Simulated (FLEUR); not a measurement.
# MnSe: which magnetic order is lowest, part 3 of 3

Aim: find out whether MnSe carries moments, and which collinear order costs least.

FLEUR MaX-R8.1; LDA (VWN) with U = 5.9 eV, J = 0.9 eV on Mn d; all-electron FLAPW, Dirac cores, scalar-relativistic bands.

So far, largest spin moment in the muffin-tin sphere (μB): step 2 (start 1: ferro +) 4.70; step 3 (run 2 (antiferro q=(0,1/2,1/2) +-)) 4.68; step 4 (start 3: antiferro q=(0,0,1/2) +-) 4.63.

The database entry behind the starting cell differs from later determinations by our own check (about 0.4 % short), so it need not match the best structure at ambient conditions.

### 6. An attempt with other settings

An input with a fault is tried, to see how the program answers.

Input file inp.xml:

```
<?xml version="1.0" encoding="UTF-8" standalone="no"?>
<fleurInput fleurInputVersion="0.39">
   <comment>
      MnSe
   </comment>
   <calculationSetup>
      <cutoffs Kmax="3.6" Gmax="10.8" GmaxXC="10.8" numbands="0"/>
      <scfLoop itmax="100" minDistance="0.0001" maxIterBroyd="15" imix="Anderson" alpha="0.05" precondParam="0.0" spinf="2.0" sdNocoIR="T"/>
      <coreElectrons ctail="T" frcor="F" kcrel="0" coretail_lmax="0"/>
      <xcFunctional name="vwn" relativisticCorrections="F"/>
      <magnetism jspins="2" l_ss="T"/>
      <soc l_soc="F" theta="0.0" phi="0.0" spav="F"/>
      <expertModes spex="0" secvar="F"/>
      <geometryOptimization l_f="F" forcealpha="1.0" forcemix="BFGS" epsdisp="0.00001" epsforce="0.00001"/>
      <ldaU l_linMix="F" mixParam="0.05" spinf="1.0"/>
   </calculationSetup>
   <cell>
      <bzIntegration valenceElectrons="31.0" mode="hist" fermiSmearingEnergy="0.00183747">
         <kPointListSelection listName="default-1"/>
         <xi:include xmlns:xi="http://www.w3.org/2001/XInclude" href="kpts.xml"> </xi:include>
      </bzIntegration>
      <xi:include xmlns:xi="http://www.w3.org/2001/XInclude" href="sym.xml"> </xi:include>
      <bulkLattice scale="1.0">
         <bravaisMatrix>
            <row-1>    0.0000000000000000     5.1400550589120000     5.1400550589120000</row-1>
            <row-2>    5.1400550589120000     0.0000000000000000     5.1400550589120000</row-2>
            <row-3>    5.1400550589120000     5.1400550589120000     0.0000000000000000</row-3>
         </bravaisMatrix>
      </bulkLattice>
   </cell>
   <atomSpecies>
      <species name="Manganese 4.500" element="Mn" atomicNumber="25">
         <mtSphere radius="2.51" gridPoints="829" logIncrement="0.015"/>
         <atomicCutoffs lmax="10" lnonsphr="8"/>
         <electronConfig flipSpins="F">
            <coreConfig>(1s1/2) (2s1/2) (2p1/2) (2p3/2)</coreConfig>
            <valenceConfig>(3s1/2) (3p1/2) (3p3/2) (4s1/2) (3d3/2) (3d5/2)</valenceConfig>
            <stateOccupation state="(3d3/2)" spinUp="1.75" spinDown="0.25"/>
            <stateOccupation state="(3d5/2)" spinUp="3.0" spinDown="0.0"/>
         </electronConfig>
         <energyParameters s="4" p="4" d="3" f="4"/>
         <ldaU l="2" U="5.9" J="0.9" l_amf="F"/>
         <lo type="SCLO" l="0" n="3" eDeriv="0"/>
         <lo type="SCLO" l="1" n="3" eDeriv="0"/>
      </species>
      <species name="Selenium (Se)" element="Se" atomicNumber="34">
         <mtSphere radius="2.51" gridPoints="829" logIncrement="0.015"/>
         <atomicCutoffs lmax="10" lnonsphr="8"/>
         <electronConfig flipSpins="F">
            <coreConfig>(1s1/2) (2s1/2) (2p1/2) (2p3/2) (3s1/2) (3p1/2) (3p3/2)</coreConfig>
            <valenceConfig>(4s1/2) (3d3/2) (3d5/2) (4p1/2) (4p3/2)</valenceConfig>
            <stateOccupation state="(4p1/2)" spinUp="0.666667" spinDown="0.666667"/>
            <stateOccupation state="(4p3/2)" spinUp="1.333333" spinDown="1.333333"/>
         </electronConfig>
         <energyParameters s="4" p="4" d="3" f="4"/>
      </species>
   </atomSpecies>
   <atomGroups>
      <atomGroup species="Manganese 4.500">
         <relPos label="                   1">.0000000000 .0000000000 .0000000000</relPos>
         <force calculate="T" relaxXYZ="TTT"/>
      </atomGroup>
      <atomGroup species="Selenium (Se)">
         <relPos label="                   2">1.000/2.000 1.000/2.000 1.000/2.000</relPos>
         <force calculate="T" relaxXYZ="TTT"/>
      </atomGroup>
   </atomGroups>
   <output dos="F" band="F" slice="F">
      <bandDOS minEnergy="-.5*Htr" maxEnergy="0.5*Htr" sigma="0.015" storeEVData="T"/>
      <plotting iplot="0" polar="F">
         <plot TwoD="T" vec1="  1.0  0.0  0.0" vec2="  0.0  1.0  0.0" vec3="  0.0  0.0  1.0" zero="  0.0  0.0  0.0" file="plot"/>
      </plotting>
      <moessbauerParams electricFieldGradient="F" isomerShift="F" coreHyperfine="F" valenceHyperfine="F"/>
   </output>
</fleurInput>
```

Input file crystal.txt:

```
MnSe
&input film=F cartesian=F /
0.00000000000  2.72000000000  2.72000000000
2.72000000000  0.00000000000  2.72000000000
2.72000000000  2.72000000000  0.00000000000
1.8897261246
1.0 1.0 1.0

2
25 0.00000000000  0.00000000000  0.00000000000 : 4.500
34 0.50000000000  0.50000000000  0.50000000000

&kpt div1=8 div2=8 div3=8 gamma=T /
```

Run with:

```
OMP_NUM_THREADS=1 inpgen -f crystal.txt > inpgen.log  # inp.xml is then edited as shown
OMP_NUM_THREADS=1 mpirun -n 2 fleur_MPI > fleur.log
```

The program printed:

```text
Welcome to FLEUR        (www.flapw.de)
      MaX-Release 8.1          (www.max-centre.eu)
**************FLEUR-Error*****************
Error message: l_noco=F and l_ss=T is meaningless.
Error from PE:0/2
Other PEs with error messages:
     1-l_noco=F and l_ss=T is meaningless.
*****************************************

Memory (rank 0): 0.027 GB (peak 0.027 GB)
```

The job ended after 2.5 s (2 MPI ranks of Arm Neoverse V2, shared host; peak memory 0.13 GiB).

The program refused the input before any cycle.

The program's message: “l_noco=F and l_ss=T is meaningless.”

The fault in the input: a spiral without non-collinear spins.

A spiral needs l_noco beside l_ss.

### 7. Ranking

Free energies are divided by the number of seeded atoms, so that cells of unlike size compare. Wavevectors q in the names are fractions of the primitive cell's reciprocal vectors.

Orders:

| start | final state | typed order kept | energy over the lowest (meV a seeded atom) | largest sphere moment (μB) | net moment (μB a primitive cell) | mesh matched | CPU time (s) |
| --- | --- | --- | --- | --- | --- | --- | --- |
| ferro + | ferromagnetic | yes | 19.77 | 4.701 | 5 | yes | 24.11 |
| antiferro q=(0,1/2,1/2) +- | antiferromagnetic | yes | 17.94 | 4.678 | 0 | yes | 281.9 |
| antiferro q=(0,0,1/2) +- | antiferromagnetic | yes | 0 | 4.631 | 0 | yes | 248.2 |
| no spin polarisation | non-magnetic | - | 5105 | 0 | 0 | yes | 18.55 |

### 8. Spin–orbit coupling, moments along [001]

Spin–orbit coupling ties the spins to the lattice and lets orbital moments form.

A new self-consistent run of the start antiferro q=(0,0,1/2) +-, with the moments along z. The k list default-1 (kpts.xml, not shown) is a Γ-centred 8×8×4 mesh.

Input file inp.xml:

```
<?xml version="1.0" encoding="UTF-8" standalone="no"?>
<fleurInput fleurInputVersion="0.39">
   <comment>
      MnSe
   </comment>
   <calculationSetup>
      <cutoffs Kmax="3.6" Gmax="10.8" GmaxXC="10.8" numbands="142"/>
      <scfLoop itmax="130" minDistance="0.00001" maxIterBroyd="15" imix="Anderson" alpha="0.05" precondParam="0.0" spinf="2.0" sdNocoIR="T"/>
      <coreElectrons ctail="T" frcor="F" kcrel="0" coretail_lmax="0"/>
      <xcFunctional name="vwn" relativisticCorrections="F"/>
      <magnetism jspins="2"/>
      <soc l_soc="T" theta="0.0" phi="0.0" spav="F"/>
      <expertModes spex="0" secvar="F"/>
      <geometryOptimization l_f="F" forcealpha="1.0" forcemix="BFGS" epsdisp="0.00001" epsforce="0.00001"/>
      <ldaU l_linMix="F" mixParam="0.05" spinf="1.0"/>
   </calculationSetup>
   <cell>
      <bzIntegration valenceElectrons="62.0" mode="hist" fermiSmearingEnergy="0.00183747">
         <kPointListSelection listName="default-1"/>
         <xi:include xmlns:xi="http://www.w3.org/2001/XInclude" href="kpts.xml"> </xi:include>
      </bzIntegration>
      <xi:include xmlns:xi="http://www.w3.org/2001/XInclude" href="sym.xml"> </xi:include>
      <bulkLattice scale="1.0">
         <bravaisMatrix>
            <row-1>    0.0000000000000000     5.1400550589120000     5.1400550589120000</row-1>
            <row-2>    5.1400550589120000     0.0000000000000000     5.1400550589120000</row-2>
            <row-3>   10.2801101178240000    10.2801101178240000     0.0000000000000000</row-3>
         </bravaisMatrix>
      </bulkLattice>
   </cell>
   <atomSpecies>
      <species name="Manganese 4.500" element="Mn" atomicNumber="25">
         <mtSphere radius="2.51" gridPoints="829" logIncrement="0.015"/>
         <atomicCutoffs lmax="10" lnonsphr="8"/>
         <electronConfig flipSpins="F">
            <coreConfig>(1s1/2) (2s1/2) (2p1/2) (2p3/2)</coreConfig>
            <valenceConfig>(3s1/2) (3p1/2) (3p3/2) (4s1/2) (3d3/2) (3d5/2)</valenceConfig>
            <stateOccupation state="(3d3/2)" spinUp="1.75" spinDown="0.25"/>
            <stateOccupation state="(3d5/2)" spinUp="3.0" spinDown="0.0"/>
         </electronConfig>
         <energyParameters s="4" p="4" d="3" f="4"/>
         <ldaU l="2" U="5.9" J="0.9" l_amf="F"/>
         <lo type="SCLO" l="0" n="3" eDeriv="0"/>
         <lo type="SCLO" l="1" n="3" eDeriv="0"/>
      </species>
      <species name="Manganese -4.500" element="Mn" atomicNumber="25">
         <mtSphere radius="2.51" gridPoints="829" logIncrement="0.015"/>
         <atomicCutoffs lmax="10" lnonsphr="8"/>
         <electronConfig flipSpins="F">
            <coreConfig>(1s1/2) (2s1/2) (2p1/2) (2p3/2)</coreConfig>
            <valenceConfig>(3s1/2) (3p1/2) (3p3/2) (4s1/2) (3d3/2) (3d5/2)</valenceConfig>
            <stateOccupation state="(3d3/2)" spinUp="0.25" spinDown="1.75"/>
            <stateOccupation state="(3d5/2)" spinUp="0.0" spinDown="3.0"/>
         </electronConfig>
         <energyParameters s="4" p="4" d="3" f="4"/>
         <ldaU l="2" U="5.9" J="0.9" l_amf="F"/>
         <lo type="SCLO" l="0" n="3" eDeriv="0"/>
         <lo type="SCLO" l="1" n="3" eDeriv="0"/>
      </species>
      <species name="Selenium (Se)" element="Se" atomicNumber="34">
         <mtSphere radius="2.51" gridPoints="829" logIncrement="0.015"/>
         <atomicCutoffs lmax="10" lnonsphr="8"/>
         <electronConfig flipSpins="F">
            <coreConfig>(1s1/2) (2s1/2) (2p1/2) (2p3/2) (3s1/2) (3p1/2) (3p3/2)</coreConfig>
            <valenceConfig>(4s1/2) (3d3/2) (3d5/2) (4p1/2) (4p3/2)</valenceConfig>
            <stateOccupation state="(4p1/2)" spinUp="0.666667" spinDown="0.666667"/>
            <stateOccupation state="(4p3/2)" spinUp="1.333333" spinDown="1.333333"/>
         </electronConfig>
         <energyParameters s="4" p="4" d="3" f="4"/>
      </species>
   </atomSpecies>
   <atomGroups>
      <atomGroup species="Manganese 4.500">
         <relPos label="                   1">.0000000000 .0000000000 .0000000000</relPos>
         <force calculate="T" relaxXYZ="TTT"/>
      </atomGroup>
      <atomGroup species="Manganese -4.500">
         <relPos label="                   2">.0000000000 .0000000000 1.000/2.000</relPos>
         <force calculate="T" relaxXYZ="TTT"/>
      </atomGroup>
      <atomGroup species="Selenium (Se)">
         <relPos label="                   3">1.000/2.000 1.000/2.000 1.000/4.000</relPos>
         <relPos label="                   4">1.000/2.000 1.000/2.000 -1.000/4.000</relPos>
         <force calculate="T" relaxXYZ="TTT"/>
      </atomGroup>
   </atomGroups>
   <output dos="F" band="F" slice="F">
      <bandDOS minEnergy="-.5*Htr" maxEnergy="0.5*Htr" sigma="0.015" storeEVData="T"/>
      <plotting iplot="0" polar="F">
         <plot TwoD="T" vec1="  1.0  0.0  0.0" vec2="  0.0  1.0  0.0" vec3="  0.0  0.0  1.0" zero="  0.0  0.0  0.0" file="plot"/>
      </plotting>
      <moessbauerParams electricFieldGradient="F" isomerShift="F" coreHyperfine="F" valenceHyperfine="F"/>
   </output>
</fleurInput>
```

Input file crystal.txt:

```
MnSe
&input film=F cartesian=F /
0.00000000000  2.72000000000  2.72000000000
2.72000000000  0.00000000000  2.72000000000
5.44000000000  5.44000000000  0.00000000000
1.8897261246
1.0 1.0 1.0

4
25 0.00000000000  0.00000000000  0.00000000000 : 4.500
25 0.00000000000  0.00000000000  0.50000000000 : -4.500
34 0.50000000000  0.50000000000  0.25000000000
34 0.50000000000  0.50000000000  0.75000000000

&soc 0.0000000 0.0000000 /
&kpt div1=8 div2=8 div3=4 gamma=T /
```

The program printed:

```text
[banner, memory and clock lines left out]
Welcome to FLEUR        (www.flapw.de)
      MaX-Release 8.1          (www.max-centre.eu)

 ========== k-point set info ==========
 Selected k-point list: default-1
 k-point list type: mesh
 8 x 8 x 4
 Number of k points: 132

 [... set-up left out ...]
 no density matrix found ... skipping LDA+U
 Complex matrix made real
 Complex matrix made real
 Reset of history
 Iteration:     1   Distance:       5.73150056 me/bohr^3
 Iteration:     2   Distance:       6.13718227 me/bohr^3
 Iteration:     3   Distance:       5.78058065 me/bohr^3
 Iteration:     4   Distance:       2.28713183 me/bohr^3
 Iteration:     5   Distance:       1.19111212 me/bohr^3
 Iteration:     6   Distance:       0.98697202 me/bohr^3
 Iteration:     7   Distance:       0.29352607 me/bohr^3
 Iteration:     8   Distance:       0.25879267 me/bohr^3
 Iteration:     9   Distance:       0.10250866 me/bohr^3
 Iteration:    10   Distance:       0.03637277 me/bohr^3
 Iteration:    11   Distance:       0.02750533 me/bohr^3
 Iteration:    12   Distance:       0.00116987 me/bohr^3
 Iteration:    13   Distance:       0.00247599 me/bohr^3
 Iteration:    14   Distance:       0.00013507 me/bohr^3
 Iteration:    15   Distance:       0.00007186 me/bohr^3
 Iteration:    16   Distance:       0.00001265 me/bohr^3
 Iteration:    17   Distance:       0.00001210 me/bohr^3
 Iteration:    18   Distance:       0.00000496 me/bohr^3

 ********************************************************************
 Run finished successfully
 Stop message:
   all done
 ********************************************************************

--- out.xml (last complete iteration) ---
<iteration numberForCurrentRun="   18" overallNumber="   18">
         [... left out ...]
         <bandgap value="1.9931376316" units="eV"/>
         <sumValenceSingleParticleEnergies value="-58.2954109388" units="Htr"/>
         <FermiEnergy value="0.2219302809" units="Htr"/>
         [... left out ...]
         <magneticMomentsInMTSpheres units="muBohr">
            <globalMagMoment atomType="1" vec="0.00000   0.00000   4.63108"/>
            <globalMagMoment atomType="2" vec="0.00000   0.00000  -4.63108"/>
            <globalMagMoment atomType="3" vec="0.00000   0.00000   0.00000"/>
         </magneticMomentsInMTSpheres>
         <orbitalMomentsInMTSpheres units="muBohr">
            <globalMagMoment atomType="1" vec="0.00005   0.00005   0.00548"/>
            <globalMagMoment atomType="2" vec="-0.00005  -0.00005  -0.00548"/>
            <globalMagMoment atomType="3" vec="0.00000   0.00000   0.00000"/>
         </orbitalMomentsInMTSpheres>
         [... left out ...]
         <totalEnergy value="    -7167.1862436437" units="Htr">
            <sumOfEigenvalues value="    -4153.4420659437">
               <coreElectrons value="-4095.1466550048"/>
               <valenceElectrons value="-58.2954109388"/>
            </sumOfEigenvalues>
         [... left out ...]
            <freeEnergy value="-7167.1862436437"/>
            <extrapolationTo0K value="-7167.1862436437"/>
         </totalEnergy>
         [... left out ...]
         <ldaUDensityMatrixConvergence>
            <distance spin="1" distance="0.000000"/>
            <distance spin="2" distance="0.000000"/>
         </ldaUDensityMatrixConvergence>
         <densityConvergence units="me/bohr^3">
            <chargeDensity spin="1" distance="0.0000025561"/>
            <chargeDensity spin="2" distance="0.0000032430"/>
            <overallChargeDensity distance="0.0000049606"/>
            <spinDensity distance="0.0000030812"/>
         </densityConvergence>
      </iteration>
```

Run time: 17 min. Hardware: 2 MPI ranks; peak memory 0.9 GiB; 34 min of CPU time.

Spin moment in the muffin-tin sphere by atom:

| atom | spin moment in the muffin-tin sphere (μB) |
| --- | --- |
| Mn1 | 4.63 |
| Mn2 | -4.63 |
| Se3 | 0.00 |
| Se4 | 0.00 |

Numbers from this step:

| Item | Value |
| --- | --- |
| free energy | -195029.0732 eV |
| program's band gap on this mesh (in a metal only a level spacing) | 1.993 eV |
| magnetization | 0 μB |
| final state | antiferromagnetic |
| orbital moment along the spin | 0.00548 μB |

Orbital moment in the sphere, along the spin axis by atom:

| atom | orbital moment in the sphere, along the spin axis (μB) |
| --- | --- |
| Mn1 | 0.0055 |
| Mn2 | -0.0055 |
| Se3 | 0.0000 |
| Se4 | 0.0000 |

### 9. Spin–orbit coupling, moments along [111]

A second axis gives the anisotropy from total energies, the dearer way.

A new self-consistent run of the start antiferro q=(0,0,1/2) +-; the cell is turned so that this axis lies along z.

inp.xml, as its differences from that of step 8:

```diff
@@ -24,5 +24,5 @@
          <bravaisMatrix>
-            <row-1>    0.0000000000000000     5.1400550589120000     5.1400550589120000</row-1>
-            <row-2>    5.1400550589120000     0.0000000000000000     5.1400550589120000</row-2>
-            <row-3>   10.2801101178240000    10.2801101178240000     0.0000000000000000</row-3>
+            <row-1>   -4.0538336146035734     1.0862214434580495     5.9352243429146565</row-1>
+            <row-2>    1.0862214434580495    -4.0538336146035734     5.9352243429146565</row-2>
+            <row-3>    5.9352243418186159     5.9352243418186159    11.8704486847710680</row-3>
          </bravaisMatrix>
```

crystal.txt, as its differences from that of step 8:

```diff
@@ -2,5 +2,5 @@
 &input film=F cartesian=F /
-0.00000000000  2.72000000000  2.72000000000
-2.72000000000  0.00000000000  2.72000000000
-5.44000000000  5.44000000000  0.00000000000
+-2.14519636567  0.57480363388  3.14078546391
+0.57480363388  -2.14519636567  3.14078546391
+3.14078546333  3.14078546333  6.28157092726
 1.8897261246
```

The program printed:

```text
[banner, memory and clock lines left out]
Welcome to FLEUR        (www.flapw.de)
      MaX-Release 8.1          (www.max-centre.eu)

 ========== k-point set info ==========
 Selected k-point list: default-1
 k-point list type: mesh
 8 x 8 x 4
 Number of k points: 132

 [... set-up left out ...]
 no density matrix found ... skipping LDA+U
 Complex matrix made real
 Complex matrix made real
 Reset of history
 Iteration:     1   Distance:       5.73152056 me/bohr^3
 Iteration:     2   Distance:       6.13717064 me/bohr^3
 Iteration:     3   Distance:       5.78056938 me/bohr^3
[...]
[... left out ...]
            <freeEnergy value="-7167.1862437101"/>
            <extrapolationTo0K value="-7167.1862437101"/>
         </totalEnergy>
         [... left out ...]
         <ldaUDensityMatrixConvergence>
            <distance spin="1" distance="0.000000"/>
            <distance spin="2" distance="0.000000"/>
         </ldaUDensityMatrixConvergence>
         <densityConvergence units="me/bohr^3">
            <chargeDensity spin="1" distance="0.0000025643"/>
            <chargeDensity spin="2" distance="0.0000030868"/>
            <overallChargeDensity distance="0.0000049197"/>
            <spinDensity distance="0.0000028291"/>
         </densityConvergence>
      </iteration>
```

Run time: 17 min. Hardware: 2 MPI ranks; peak memory 0.96 GiB.

Numbers from this step:

- free energy: -195029.0732 eV
- program's band gap on this mesh (in a metal only a level spacing): 2.022 eV
- magnetization: 0 μB
- final state: antiferromagnetic
- largest moment: 4.631 μB
- orbital moment along the spin: 0.00551 μB

Orbital moment in the sphere, along the spin axis by atom:

| atom | orbital moment in the sphere, along the spin axis (μB) |
| --- | --- |
| Mn1 | 0.0055 |
| Mn2 | -0.0055 |
| Se3 | 0.0000 |
| Se4 | 0.0000 |

### 10. The axes together

Spin orbit runs, by row:

| axis | state | energy less the first axis' (meV a primitive cell) | largest spin moment (μB) | its orbital moment along the spin (μB) | CPU time (s) |
| --- | --- | --- | --- | --- | --- |
| [001] | antiferromagnetic | 0 | 4.631 | 0.00548 | 2031 |
| [111] | antiferromagnetic | -9.03e-4 | 4.631 | 0.00551 | 2010 |

### 11. Summary of results

```yaml
lowest_state_found: antiferromagnetic (typed antiferro q=(0,0,1/2) +-)
largest_site_spin_moment: 4.63 μB
next_finished_state: antiferromagnetic, 17.9 meV a seeded atom higher
spinless_run_over_the_lowest_under_a_u_no_clean_measure_of_the_moments: 5105 meV a seeded atom
orbital_moment_on_the_atom_of_largest_spin_along_its_spin_spin_orbit_run: 0.00548 μB
```

What this shows: The lowest state found is antiferromagnetic, reached from the start antiferro q=(0,0,1/2) +-, with moments up to 4.63 μB. The next finished state costs 18 meV a seeded atom. Under a U a spinless run can be left with part-filled orbitals, which the U penalises, or fall into a low-spin state, so its energy is no clean measure of what the moments gain. The shell is near half filling, where Hund's rules give no orbital moment. The self-consistent energies of the axes differ by less than this mesh resolves. Only 4 starts were tried; other patterns of signs, canted and longer-period orders were not.

[Logs and program files are shortened in this print: banners, set-up blocks, solver, clock and traceback lines can be left out without a mark of their own.]

[Logs are printed without paths, hosts, clocks, repeated set-up lines and the standing remarks that a program may print on its own settings, such as how far it seeks lower states.]

[Hosts, paths, dates, database ids (printed as entryN), source tags and the programs' standing remarks are cut or masked in the printed files.]

[Where a cell is said to come from a database of computed structures, the database is the Materials Project.]
